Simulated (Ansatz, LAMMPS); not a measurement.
## Relaxing amorphous 64HfO2-36SiO2 (mol %) (84 atoms)

How does amorphous 64HfO2-36SiO2 (mol %) (84 atoms) relax, and what do bonds, charges and levels look like afterwards?

Main program and level: Ansatz 0.2.0; Kohn-Sham DFT, PBE, PAW (set soft_2), plane waves.

This is a report of a sequence of runs, with the program logs left out and the cost of each run kept.

## Step 1: The starting structure

The cell holds 84 atoms: 18 Hf, 10 Si and 56 O. Its edges and angles: a = 10.608 Å, b = 10.608 Å, c = 10.608 Å, α = 90.0°, β = 90.0°, γ = 90.0°. 84 atoms (18 Zr, 10 Si, 56 O) placed at random at 3.92 g/cm³, melted at 5000 K for 10 ps at fixed volume with the Morse and Coulomb pair potential with partial charges (Pedone, Malavasi, Menziani, Cormack and Segre, J. Phys. Chem. B 110, 11780 (2006)). Quenched from 5000 K to 300 K at 50 K/ps and fixed volume, held 5 ps, then minimised at fixed cell. Then Zr was replaced by Hf (the potential has no terms for the new elements, so the cell is a start for a DFT relaxation).

Limits known from the start: The quench rate of 50 K/ps is many orders above laboratory rates, so the cell is likely richer in defects and strain than a real sample. The network of bonds at the start is that of the classical potential that made the cell. Only the Γ point is sampled in the main run, in a cell whose shortest periodic width is 11 Å. The levels lack spin–orbit coupling, which is large for the heavy elements here.

## Step 2: How the cell was made

A classical potential supplies the starting structure, since it reaches far longer times than DFT.

This step: classical MD, Morse and Coulomb pair potential with partial charges (Pedone, Malavasi, Menziani, Cormack and Segre, J. Phys. Chem. B 110, 11780 (2006)) (LAMMPS 22 Jul 2025 - Update 4).

The input, in.lmp:

```
# melt-quench of Zr18Si10O56
units metal
atom_style charge
boundary p p p
region box block 0 10.6079 0 10.6079 0 10.6079
create_box 3 box
mass 1 91.2240   # Zr
mass 2 28.0850   # Si
mass 3 15.9990   # O
create_atoms 1 random 18 39639 NULL overlap 1.5 maxtry 2000
create_atoms 2 random 10 39646 NULL overlap 1.5 maxtry 2000
create_atoms 3 random 56 39653 NULL overlap 1.5 maxtry 2000
pair_style hybrid/overlay pedone 5.5 coul/long 8.0
pair_coeff * * coul/long
pair_coeff 1 3 pedone 0.206237 2.479675 2.436997 1   # Zr-O
pair_coeff 2 3 pedone 0.340554 2.006700 2.100000 1   # Si-O
pair_coeff 3 3 pedone 0.042395 1.379316 3.618701 22   # O-O
set type 1 charge 2.4
set type 2 charge 2.4
set type 3 charge -1.2
kspace_style pppm 1.0e-4
neigh_modify delay 0 every 1 check yes
thermo_style custom step time temp pe press density
thermo_modify norm yes
timestep 0.002
thermo 100
min_style cg
minimize 1e-4 1e-4 200 2000
reset_timestep 0
velocity all create 5000 39640 mom yes dist gaussian
fix lim all nve/limit 0.05
fix lan all langevin 5000 5000 0.2 39641 zero yes
thermo 500
run 1000 post no
# [... 10 lines left out ...]
thermo 1250
fix md all nvt temp 300 300 0.2
run 2500 post no
unfix md
thermo 100
min_style cg
minimize 0 1e-3 2000 20000
write_dump all custom glass.dump id type xs ys zs modify sort id
```

Launch:

```
> lmp -in in.lmp -log none -nocite
```

It took 19 s on 1 thread of Arm Neoverse V2, shared host; peak memory 0.072 GiB.

## Step 3: Single point at the start

A single point comes first, to see the forces before anything moves.

The input, input.yaml:

```yaml
crystal:
  lattice:
    - [10.6079, 0.0, 0.0]
    - [0.0, 10.6079, 0.0]
    - [0.0, 0.0, 10.6079]
  atoms:
    - { symbol: Hf, position: [0.13508, 0.34558, 0.09308] }
    - { symbol: Hf, position: [0.88376, 0.19179, 0.62562] }
    - { symbol: Hf, position: [0.37546, 0.15354, 0.58834] }
    - { symbol: Hf, position: [0.05876, 0.63622, 0.27765] }
    - { symbol: Hf, position: [0.24356, 0.03539, 0.12752] }
    - { symbol: Hf, position: [0.63639, 0.1486, 0.85931] }
    - { symbol: Hf, position: [0.81117, 0.86031, 0.26496] }
    - { symbol: Hf, position: [0.10593, 0.64248, 0.78039] }
[... 72 atom lines left out ...]
    - { symbol: O, position: [0.51595, 0.41855, 0.18163] }
    - { symbol: O, position: [0.88795, 0.04515, 0.2943] }
    - { symbol: O, position: [0.97736, 0.22456, 0.4503] }
    - { symbol: O, position: [0.48222, 0.31724, 0.49389] }
kpoints:
  mp_grid: { grid: [1, 1, 1] }
hamiltonian:
  xc: pbe
scf:
  occupations: { method: fermi_dirac, width: 0.025 }
output:
  forces: true
```

Launch:

```
> ansatz run input.yaml --threads 4 --pin off --max-ram 8192MiB --backend cpu --events-out ev --progress --plain --runs-dir out
```

It took 20 s on 4 threads of Arm Neoverse V2, shared host; peak memory 1.8 GiB; 74 s of CPU time.

Read from the output:

| Item | Value |
| --- | --- |
| free energy | -321234.3346 eV |
| free energy per atom | -3824.2183 eV/atom |
| SCF cycles | 11 |
| r.m.s. force component | 0.9907 eV/Å |
| longest force | 3.901 eV/Å |
| Fermi energy | 9.477 eV |

The r.m.s. force component of 0.99 eV/Å sets the starting point.

Neighbours are counted within 2.82 Å (O-Hf), 2.12 Å (O-Si).

Length of the force by element and coordination:

```tsv
element	coordination	atoms	mean length of the force (eV/Å)	spread	least	most
Hf	all	18	1.56	0.755	0.312	3.44
Hf	5	5	1.92	0.788	1.22	3.44
Hf	6	11	1.51	0.698	0.312	2.70
Hf	7	2	0.922	0.395	0.528	1.32
O	all	56	1.44	0.948	0.284	3.90
O	2	24	2.23	0.835	0.563	3.90
O	3	31	0.860	0.492	0.284	1.98
O	4	1	0.575	0	0.575	0.575
Si	all	10	1.53	0.538	0.753	2.36
```

## Step 4: Cell and atoms relaxed

The cell is relaxed with the atoms, since the starting lattice needn't suit this functional.

Changes to input.yaml since step 3:

```diff
@@ -15 +15,5 @@
   forces: true
+relax:
+  f_tol: 0.04
+  max_steps: 250
+  cell: {}
```

It took 6.2 min on 4 threads; peak memory 1.8 GiB; 24 min of CPU time.

Step by step:

```tsv
step	energy less that of the first step (eV)	largest force component (eV/Å)	pressure (GPa)	volume (Å³)
1	0.0000	2.9411	-3.31	1193.68
2	-3.0779	1.6296	3.93	1127.12
3	-3.8897	1.1168	1.15	1145.02
4	-4.4265	0.3382	-0.10	1146.69
5	-4.5573	0.3923	-0.01	1143.96
6	-4.6924	0.3064	0.03	1136.49
7	-4.7820	0.2234	-0.07	1134.72
8	-4.9005	0.4213	-0.01	1131.64
9	-5.0169	0.5030	-0.06	1130.39
10	-5.1099	0.3396	0.05	1128.16
11	-5.1640	0.2258	0.17	1120.72
12	-5.2183	0.2626	0.04	1122.40
13	-5.3077	0.1730	0.00	1122.10
14	-5.3344	0.4627	-0.03	1122.12
15	-5.4308	0.2844	0.11	1126.07
16	-5.4530	0.1709	0.00	1126.61
17	-5.4648	0.0387	0.03	1127.02
18*	-5.2935	0.0384	-0.26	1127.02
19	-5.3064	0.0374	-0.10	1124.64
20	-5.3092	0.0199	0.00	1124.12
21*	-5.2951	0.0199	-0.02	1124.12
```

Relaxation steps marked * repeat the geometry before them on a plane-wave basis chosen anew for their cell, so energy and pressure can jump there.

```tsv
cell as run	before	after	change
a (Å)	10.608	10.396	-2.0 %
b (Å)	10.608	10.451	-1.5 %
c (Å)	10.608	10.359	-2.3 %
α (°)	90.00	91.36	+1.5 %
β (°)	90.00	91.26	+1.4 %
γ (°)	90.00	87.74	-2.5 %
volume (Å³/atom)	14.21	13.38	-5.8 %
```

The atoms that moved most (Å, as changes of fractional coordinates times the final cell):

```tsv
atom	dx	dy	dz	length
O84	-0.177	0.994	-0.185	1.026
Hf6	-0.597	-0.503	-0.563	0.962
O47	-0.688	-0.321	-0.245	0.798
O38	-0.479	-0.013	-0.548	0.728
O67	-0.225	-0.329	-0.523	0.658
Hf3	-0.476	-0.354	-0.190	0.623
O75	-0.473	0.023	0.339	0.583
O30	0.320	0.449	0.150	0.572
```

The relaxation changed the energy by -63.0 meV/atom, and atoms moved by 0.35 Å r.m.s., 1.0 Å at most.

## Step 5: Local order after relaxation

Bonds before and after, by the cutoffs listed below:

```tsv
pair	bonds before	bonds after	mean before (Å)	mean after (Å)	spread before (Å)	spread after (Å)
O-Hf	105	110	2.142	2.140	0.076	0.138
O-Si	40	40	1.625	1.643	0.058	0.028
```

Density 6.48 g/cm³, 13.38 Å³ an atom.

Pair distribution functions g(r), in bins of 0.2 Å:

```tsv
r (Å)	total	O-O	O-Hf	O-Si	Hf-Hf	Hf-Si	Si-Si
1.50	0.10	0.00	0.00	0.65	0.00	0.00	0.00
1.70	1.78	0.00	0.00	11.22	0.00	0.00	0.00
1.90	0.69	0.00	2.43	0.00	0.00	0.00	0.00
2.10	1.49	0.00	5.22	0.00	0.00	0.00	0.00
2.30	0.84	0.00	2.93	0.00	0.00	0.00	0.00
2.50	0.50	1.03	0.15	0.00	0.00	0.00	0.00
2.70	1.43	3.18	0.06	0.00	0.00	0.00	0.00
2.90	0.93	1.87	0.10	0.00	0.00	1.44	0.00
3.10	0.85	1.52	0.18	0.50	0.59	0.25	0.00
3.30	0.97	1.21	0.20	0.80	1.27	3.68	0.00
3.50	1.21	0.77	0.68	1.70	2.95	5.14	0.00
3.70	0.86	0.40	1.00	1.22	1.81	2.03	1.27
3.90	0.96	0.71	1.11	1.16	2.35	0.16	1.75
4.10	0.99	0.85	1.08	1.67	0.68	0.00	0.52
4.30	1.03	0.79	1.50	1.29	0.30	0.40	0.94
4.50	1.16	0.86	1.73	1.23	0.55	0.85	1.32
4.70	1.03	0.84	1.50	0.94	0.38	1.01	1.19
4.90	0.87	0.95	0.96	0.60	0.80	0.72	0.75
5.10	1.00	1.21	0.94	0.58	1.17	0.48	1.74
```

Bonds by pair of elements; cutoffs follow the first minimum of g(r), held within bounds set by covalent radii, and pairs that aren't listed don't count as bonded:

```tsv
pair A-B	cutoff (Å)	bonds	mean length (Å)	spread (Å)	shortest (Å)	B about A	A about B
O-Hf	2.82	110	2.14	0.138	1.90	1.96	6.11
O-Si	2.08	40	1.64	0.028	1.59	0.714	4
```

How many atoms have how many bonded neighbours:

```tsv
element	mean	2	3	4	5	6	7
Hf	6.11	0	0	0	3	10	5
O	2.68	20	34	2	0	0	0
Si	4	0	0	10	0	0	0
```

Bond angles, per cent of each kind in bins of 5°:

```tsv
angle (°)	O-Hf-O	Hf-O-Hf	Hf-O-Si	O-Si-O
55–60	0.4	0.0	0.0	0.0
60–65	0.4	0.0	0.0	0.0
65–70	4.2	0.0	0.0	0.0
70–75	11.9	0.0	0.0	0.0
75–80	6.3	0.0	0.0	0.0
80–85	9.1	0.0	0.0	0.0
85–90	11.9	4.3	1.6	0.0
90–95	9.5	7.1	6.2	1.7
95–100	6.3	10.0	6.2	5.0
100–105	3.5	14.3	3.1	11.7
105–110	5.3	18.6	1.6	35.0
110–115	2.8	7.1	3.1	31.7
115–120	4.6	4.3	7.8	11.7
120–125	1.4	4.3	12.5	3.3
125–130	0.4	7.1	9.4	0.0
130–135	3.5	11.4	10.9	0.0
135–140	2.1	5.7	9.4	0.0
140–145	2.1	1.4	6.2	0.0
145–150	2.5	2.9	9.4	0.0
150–155	5.3	0.0	6.2	0.0
155–160	1.8	1.4	0.0	0.0
160–165	1.1	0.0	3.1	0.0
165–170	2.5	0.0	1.6	0.0
170–175	1.1	0.0	1.6	0.0
175–180	0.4	0.0	0.0	0.0
```

Bond angles (no mean is given where the spread exceeds 20°):

```tsv
angle	count	mean (°)	spread (°)
O-Hf-O	285	-	-
Hf-O-Hf	70	114	16.6
Hf-O-Si	64	128	19.8
O-Si-O	60	109	6.1
```

Oxygen atoms by the number of network formers (Si, P, Ge, B, Al, As, Ga) bound to them:

```tsv
network formers bound to O	O atoms	per cent
0	16	28.6
1	40	71.4
```

Network units: each former by its oxygen neighbours and how many of them bridge to another former:

```tsv
former	O neighbours	bridging O	atoms
Si	4	0	10
```

Bond length by coordination (bonds to H left out):

```tsv
element	coordination	atoms	mean bond length (Å)
Hf	5	3	2.07
Hf	6	10	2.13
Hf	7	5	2.19
O	2	20	1.83
O	3	34	2.06
O	4	2	2.21
```

First main peaks of g(r), for some of the pairs, lie near 2.7 Å (O-O), 2.1 Å (O-Hf), 1.6 Å (O-Si), 3.4 Å (Hf-Hf) and 3.8 Å (Si-Si). Counting bonds as in the table, 56 % of Hf atoms have 6, 61 % of O atoms have 3 and all Si atoms have 4 bonded neighbours. 0 % of the oxygens bridge two formers and 71 % are non-bridging; 29 % join none. The commonest Si unit has 4 oxygens, 0 of them shared with other formers (10 of 10 atoms).

## Step 6: Single point at the relaxed geometry

The electronic structure is read at the final geometry, in a run of its own.

The input, input.yaml:

```yaml
crystal:
  lattice:
    - [10.3933, 0.20512, -0.11313]
    - [0.20512, 10.44857, -0.12228]
    - [-0.11313, -0.12228, 10.35806]
  atoms:
    - { symbol: Hf, position: [0.13572, 0.34862, 0.09128] }
    - { symbol: Hf, position: [0.84641, 0.19234, 0.62101] }
    - { symbol: Hf, position: [0.33009, 0.12032, 0.56909] }
    - { symbol: Hf, position: [0.07687, 0.62853, 0.31148] }
    - { symbol: Hf, position: [0.22922, 0.04588, 0.13922] }
    - { symbol: Hf, position: [0.57924, 0.10096, 0.8038] }
    - { symbol: Hf, position: [0.81998, 0.86026, 0.277] }
    - { symbol: Hf, position: [0.12321, 0.64416, 0.78045] }
[... 72 atom lines left out ...]
    - { symbol: O, position: [0.53555, 0.44304, 0.20171] }
    - { symbol: O, position: [0.90289, 0.03217, 0.29531] }
    - { symbol: O, position: [0.98247, 0.22383, 0.44711] }
    - { symbol: O, position: [0.46314, 0.41253, 0.47691] }
kpoints:
  mp_grid: { grid: [1, 1, 1] }
hamiltonian:
  xc: pbe
scf:
  occupations: { method: fermi_dirac, width: 0.025 }
output:
  forces: true
  stress: true
  populations: true
  dos:
    method: { smearing: { sigma: 0.08 } }
    de: 0.05
    projected: { site_lists: { Hf: [Hf], O: [O], Si: [Si] } }
  eigenvalues: true
  write_density: true
  write_potential: true
  volumetric_format: npy
```

It took 28 s on 4 threads; peak memory 1.8 GiB.

The run gave:

```yaml
free_energy: -321239.6297 eV
free_energy_per_atom: -3824.2813 eV/atom
scf_cycles: 10
pressure: -0.01566 GPa
r_m_s_force_component: 0.00566 eV/Å
longest_force: 0.02748 eV/Å
fermi_energy: 10.31 eV
spacing_of_highest_filled_and_lowest_empty_level: 4.223 eV
spilling_of_the_projection: 0.004812
```

Löwdin charges by element and coordination (they lack the spilled electrons, 0.048 e an atom on average):

```tsv
element	coordination	atoms	mean charge (e)	spread	least	most
Hf	all	18	1.51	0.0266	1.46	1.54
Hf	5	3	1.52	0.0148	1.50	1.54
Hf	6	10	1.51	0.0283	1.46	1.54
Hf	7	5	1.50	0.027	1.46	1.53
O	all	56	-0.711	0.0382	-0.779	-0.576
O	2	20	-0.699	0.0471	-0.744	-0.576
O	3	34	-0.720	0.0293	-0.779	-0.650
O	4	2	-0.683	0.0223	-0.705	-0.660
Si	all	10	1.67	0.0125	1.64	1.69
```

States in the cell by windows of 1 eV, zero at the Fermi level; the larger projections on atomic orbitals stand beside the total:

```tsv
from (eV)	to (eV)	total	O p	Hf d
-10	-9	3.6	2.3	0.3
-9	-8	16.4	10.6	1.2
-8	-7	22.2	16.0	2.6
-7	-6	45.7	33.6	5.5
-6	-5	59.4	46.5	8.7
-5	-4	65.8	55.7	6.5
-4	-3	73.5	66.2	4.4
-3	-2	49.4	46.5	1.7
-2	1	0.0	0.0	0.0
1	2	0.1	0.0	0.1
2	3	26.6	2.8	20.1
3	4	51.4	6.2	39.2
4	5	41.2	5.9	25.8
```

Between -26 and -10 eV lie 364 more states.

The levels nearest the highest filled one (over half full), pooled over k-points and spins:

```tsv
level less the highest filled one (eV)	occupation
-0.335	2
-0.278	2
-0.211	2
-0.133	2
-0.0446	2
0	2
4.22	0
4.34	0
4.46	0
4.65	0
4.70	0
4.76	0
```

Electrostatic potential energy in the ab plane at fractional z = 0.280, with atoms of Hf and Si and O within 0.2 Å of it. With pseudopotentials it is smooth inside the atoms' cores, unlike the true potential.

Ten even steps from '_' (-33 eV) to '@' (16 eV), each cell a mean:
```
@@@@@@%%::____++@@@@@@%%####**++####::..--########**++##@@
@@@@@@@@++..::##@@@@@@@@@@%%%%%%%%@@%%####**==::::==##%%@@
@@@@@@@@%%##%%@@@@@@@@@@@@@@@@@@@@@@@@@@%%==..______==##@@
@@@@@@@@@@@@@@@@@@@@@@@@@@@@@@@@@@@@@@@@##==____..__==##@@
@@@@@@@@@@@@@@@@@@@@@@@@@@@@@@@@@@@@@@@@%%**--..__::**%%@@
%%%%%%%%%%@@@@@@@@@@@@@@@@@@@@@@@@@@@@@@@@%%##****##%%%%@@
##**++**##%%@@@@@@@@@@@@@@@@@@@@@@@@@@@@@@@@@@%%%%####%%%%
==....::++##@@@@@@@@@@@@@@@@@@@@@@@@@@@@@@@@@@@@**::--**##
::______::##%%@@@@@@@@@@@@@@@@@@@@@@@@@@@@@@@@@@##----**##
--______--##%%@@@@@@@@@@@@@@@@@@@@@@@@@@@@@@%%%%######%%##
**==--==**%%@@@@@@@@@@@@@@@@@@@@@@@@@@@@@@%%**==--==**%%%%
%%%%####%%@@@@@@@@@@%%%%@@@@@@@@@@@@@@@@%%**::______--##%%
@@@@@@@@@@@@@@@@%%%%######%%@@@@@@@@@@@@%%**..__..__::**%%
@@@@@@@@@@@@@@%%%%**--::--**%%%%@@@@@@@@%%**--______--##%%
@@@@@@@@@@@@@@%%**::______::**%%@@@@@@@@@@%%**++==++**%%@@
@@@@@@@@@@@@@@%%**::__..__..**%%@@@@@@@@@@@@%%####%%%%%%@@
@@@@@@@@@@@@@@%%##==..__..--##%%@@@@@@@@@@@@##::::**%%%%%%
##%%@@@@@@@@@@@@%%##**++++****++##@@@@@@@@@@**..__==**++**
++##%%@@@@@@@@@@@@@@%%%%%%**..__::%%@@@@@@@@%%**++++..__..
::##%%@@@@@@@@@@@@@@@@@@@@**..__..##@@@@@@@@@@@@%%==______
==##@@@@@@@@@@@@@@@@@@@@%%##++--**%%%%@@@@@@@@@@%%**::____
##%%@@@@@@@@%%%%%%@@@@%%##++::::==##%%%%@@@@@@@@%%**====**
@@@@@@@@@@%%%%%%%%@@@@%%##::____..++==--**@@@@@@##..__::##
@@@@@@@@**--==%%@@@@@@%%##==____::==____..##@@@@##..__::%%
```
Columns run along a (10.4 Å; values clipped at the 3rd and 97th percentile), rows up along b (10.5 Å). Atoms in or near the plane, at fractional coordinates: Hf at (0.82, 0.86), Hf at (0.39, 0.35), Hf at (0.83, 0.47), Si at (0.95, 0.18), O at (0.19, 0.96), O at (0.52, 0.20), O at (0.66, 0.00), O at (0.90, 0.03).

Valence density in the ab plane at fractional z = 0.280, with atoms of Hf and Si and O within 0.2 Å of it. It is the smooth field of the valence electrons, not physical close to the nuclei.

Values in e/Å³, 13 rows by 16 columns, each cell a mean:
```
 0  0  3  4  1  0  1  1  0  1  2  1  1  2  1  0
 0  0  0  1  0  0  0  0  0  0  0  0 10 20  3  0
 0  0  0  0  0  0  0  0  0  0  0  0  3  7  1  0
 1  1  0  0  0  0  0  0  0  0  0  0  0  1  1  0
 5 14  3  0  0  0  0  0  0  0  0  0  0  1  2  1
 2  5  1  0  0  0  0  0  0  0  0  0  1  2  1  0
 0  0  0  0  0  0  0  0  0  0  0  0  6 21  5  0
 0  0  0  0  0  3  8  2  1  0  0  0  2  8  2  0
 0  0  0  0  0  7 21  4  0  0  0  0  1  1  0  0
 0  0  0  0  0  1  2  1  2  1  0  0  2  3  1  0
 1  1  0  0  0  0  0  2  5  2  0  0  0  1  0  0
 0  0  0  0  0  0  0  0  1  0  0  0  0  0  1  1
 0  0  1  1  0  0  0  1  0  1  4  2  0  1  5  2
```
Columns run along a (10.4 Å), rows up along b (10.5 Å). Atoms in or near the plane, at fractional coordinates: Hf at (0.82, 0.86), Hf at (0.39, 0.35), Hf at (0.83, 0.47), Si at (0.95, 0.18), O at (0.19, 0.96), O at (0.52, 0.20), O at (0.66, 0.00), O at (0.90, 0.03).

Mean Löwdin charges: Hf +1.51, O -0.71, Si +1.67 e (they miss 0.48 % of the electrons, so they add up to more than the cell's charge). The largest share in the top eV of filled states is O p (95 % of the projected weight), and in the lowest eV of empty states Hf d (79 % of the projected weight).

The surroundings of Si22, one of the 10 Si atoms, nearest first, numbered as they follow in the input and with coordinates relative to it.

```tsv
atom	x	y	z	distance (Å)	bonds	Löwdin charge (e)
Si22	0.00	0.00	0.00	0.00	4	1.68
O40	1.53	0.48	0.13	1.61	2	-0.74
O49	-1.01	1.19	0.41	1.62	2	-0.70
O70	-0.31	-0.57	-1.51	1.65	3	-0.74
O31	-0.26	-1.32	0.95	1.65	3	-0.73
O75	0.91	1.69	-2.43	3.09	3	-0.73
O82	-0.39	0.59	3.08	3.16	2	-0.74
Hf18	1.12	-0.22	-3.08	3.29	6	1.46
Hf9	-1.08	-3.14	0.28	3.34	6	1.53
Hf7	-1.28	-1.22	2.92	3.41	7	1.53
O41	1.34	2.39	2.05	3.43	3	-0.74
Hf5	3.03	0.82	1.42	3.44	6	1.54
Hf13	-2.62	1.81	1.32	3.45	6	1.52
```

## Step 7: K-mesh 2×2×2

Large cells are often run on few k-points; this run checks whether the reference had enough.

Changes to input.yaml since step 6:

```diff
@@ -8,3 +8,3 @@
 kpoints:
-  mp_grid: { grid: [1, 1, 1] }
+  mp_grid: { grid: [2, 2, 2] }
 hamiltonian:
@@ -22,4 +22 @@
   eigenvalues: true
-  write_density: true
-  write_potential: true
-  volumetric_format: npy
```

Run time: 4.1 min. Hardware: 4 threads; peak memory 6.1 GiB.

The program notes that it cut back its work space to fit the memory limit.

Geometry and reference: those of the single point at the relaxed geometry.

Forces differ from those of the single point at the relaxed geometry by 8.1 meV/Å r.m.s.; the energy by -0.75 meV/atom and the gap by -0.043 eV. It took roughly 8.8 times the reference's time (one timing each, with unlike analyses asked), in 10 cycles against 10.

(Part 1 of 2 ends here.)

[Long decimals in the printed logs are rounded to 6 places.]

[Logs are printed without paths, hosts, clocks, repeated set-up lines and the standing remarks that a program may print on its own settings, such as how far it seeks lower states.]

[Hosts, paths, dates, database ids (printed as entryN), source tags and the programs' standing remarks are cut or masked in the printed files.]

[A walk said to have stopped at its limit may instead have ended on an SCF cycle that didn't converge.]
